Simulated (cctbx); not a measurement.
# Occupancies in Cr4SCl11

Cell a = 6.4710 Å, b = 6.8733 Å, c = 11.0950 Å, α = 105.77°, β = 90.57°, γ = 117.92°; space group P1 (no. 1); nominal formula Cr4SCl11.

The data are simulated with cctbx, not measured: synchrotron X-rays, λ = 0.4959 Å, to d = 0.7 Å, 70 % of the full sphere, strongest reflection 5000 counts, noise from counting, a 2 % proportional error and a noise floor of 8 counts (s.d.); no absorption.

With every site full:

```text
Rint 0.000, 3544 unique reflections to 0.70 A
cycle     R1     wR2    GooF  max shift (A)
   1  0.0940  0.1731   1.742   0.01505
   2  0.0504  0.1000   1.006   0.00036
final R1 0.0504 wR2 0.1000 GooF 1.006  parameters 144  data/parameter 24.6
atom        x        y        z      Ueq    occ   su(xyz)  su(Uiso or U11)
Cr1    0.99114  0.99515  0.99992   0.0106  1.000  0.00069  0.0012
Cr2    0.76106  0.51985  0.25473   0.0145  1.000  0.00060  0.0016
Cr3    0.52376  0.01280  0.50896   0.0133  1.000  0.00065  0.0017
Cr4    0.22643  0.48330  0.74567   0.0115  1.000  0.00055  0.0015
Cl1    0.82053  0.25870  0.06581   0.0169  1.000  0.00073  0.0015
Cl2    0.73730  0.23947  0.36900   0.0121  1.000  0.00057  0.0011
Cl3    0.74890  0.74675  0.11931   0.0156  1.000  0.00061  0.0012
Cl4    0.67410  0.74374  0.80730   0.0111  1.000  0.00055  0.0012
Cl5    0.68164  0.74695  0.43352   0.0151  1.000  0.00070  0.0013
Cl6    0.30586  0.24056  0.55882   0.0138  1.000  0.00064  0.0013
Cl7    0.30873  0.25211  0.18743   0.0144  1.000  0.00061  0.0013
Cl8    0.24200  0.25183  0.86996   0.0120  1.000  0.00058  0.0011
Cl9    0.25073  0.74874  0.62352   0.0155  1.000  0.00062  0.0012
Cl10   0.19531  0.74948  0.93658   0.0141  1.000  0.00067  0.0014
Cl11   0.18680  0.74729  0.31964   0.0147  1.000  0.00065  0.0014
S2     0.80821  0.24840  0.68275   0.0133  1.000  0.00062  0.0013
difference map: max 1.41 min -1.30 rms 0.33
Q1    0.5960  0.3481  0.6212    1    1.43  1.72 A from Cl6
Q2    0.8363  0.2440  0.3282    1    1.31  0.78 A from Cl2
Q3    0.5217  0.0265  0.6693    1    1.29  1.73 A from S2
Q4    0.7850  0.3662  0.5346    1    1.29  1.76 A from Cl2
Q5    0.4630  0.2494  0.2504    1    1.29  1.22 A from Cl7
Q6    0.9106  0.8425  0.7286    1    1.26  1.71 A from Cl4
```

With the occupancies of the suspect sites free, each still typed as its main element:

```text
Rint 0.000, 3544 unique reflections to 0.70 A
cycle     R1     wR2    GooF  max shift (A)
   1  0.0577  0.1116   1.124   0.00023
   2  0.0504  0.1000   1.007   0.00027
final R1 0.0504 wR2 0.1000 GooF 1.007  parameters 146  data/parameter 24.3
atom        x        y        z      Ueq    occ   su(xyz)  su(Uiso or U11)
Cr1    0.99114  0.99515  0.99992   0.0106  1.000  0.00069  0.0012
Cr2    0.76106  0.51985  0.25473   0.0145  1.000  0.00061  0.0016
Cr3    0.52377  0.01281  0.50896   0.0133  1.000  0.00065  0.0017
Cr4    0.22644  0.48331  0.74567   0.0115  1.000  0.00055  0.0015
Cl1    0.82052  0.25869  0.06581   0.0169  1.000  0.00073  0.0015
Cl2    0.73729  0.23947  0.36900   0.0121  1.000  0.00057  0.0011
Cl3    0.74890  0.74675  0.11931   0.0156  1.000  0.00061  0.0012
Cl4    0.67410  0.74374  0.80729   0.0111  1.000  0.00055  0.0012
Cl5    0.68164  0.74695  0.43352   0.0151  1.000  0.00070  0.0013
Cl6    0.30586  0.24056  0.55882   0.0138  1.000  0.00064  0.0013
Cl7    0.30873  0.25211  0.18743   0.0144  1.000  0.00061  0.0013
Cl8    0.24200  0.25182  0.86996   0.0120  1.000  0.00058  0.0011
Cl9    0.25073  0.74874  0.62352   0.0155  1.000  0.00062  0.0012
Cl10   0.19530  0.74947  0.93658   0.0141  1.000  0.00067  0.0014
Cl11   0.18680  0.74729  0.31964   0.0145  0.997  0.00065  0.0016
S2     0.80821  0.24840  0.68275   0.0134  1.003  0.00062  0.0015
su of occupancy Cl11: 0.019
su of occupancy S2: 0.020
difference map: max 1.41 min -1.30 rms 0.33
Q1    0.5960  0.3481  0.6211    1    1.43  1.72 A from Cl6
Q2    0.8363  0.2440  0.3282    1    1.31  0.78 A from Cl2
Q3    0.5218  0.0265  0.6693    1    1.29  1.73 A from S2
Q4    0.7850  0.3662  0.5346    1    1.29  1.76 A from Cl2
Q5    0.4631  0.2494  0.2504    1    1.29  1.22 A from Cl7
Q6    0.9106  0.8426  0.7286    1    1.26  1.71 A from Cl4
```

**Question.** What is the disorder?

X-rays count electrons. Cl11 refines to 0.997(0.019), or 16.9 electrons; the site truly holds 0.6 Cl and 0.4 S, 16.6 electrons, which is 0.976 of Cl; S2 refines to 1.003(0.020), or 16.0 electrons; the site truly holds 0.6 S and 0.4 Cl, 16.4 electrons, which is 1.025 of S. All are within 3 s.u. of full, so these data don't show the disorder. Occupancy correlates with U and the scale, and the two elements' form factors differ in shape, so the match is approximate.

Freeing them takes R1 from 0.0504 to 0.0504 and GooF from 1.01 to 1.01.

The model is made up (kin elements in a known structure type, no relaxation), so it says nothing on whether the phase exists.

[Middle refinement cycles are left out of these outputs.]

[Logs are printed without paths, hosts, clocks, repeated set-up lines and the standing remarks that a program may print on its own settings, such as how far it seeks lower states.]
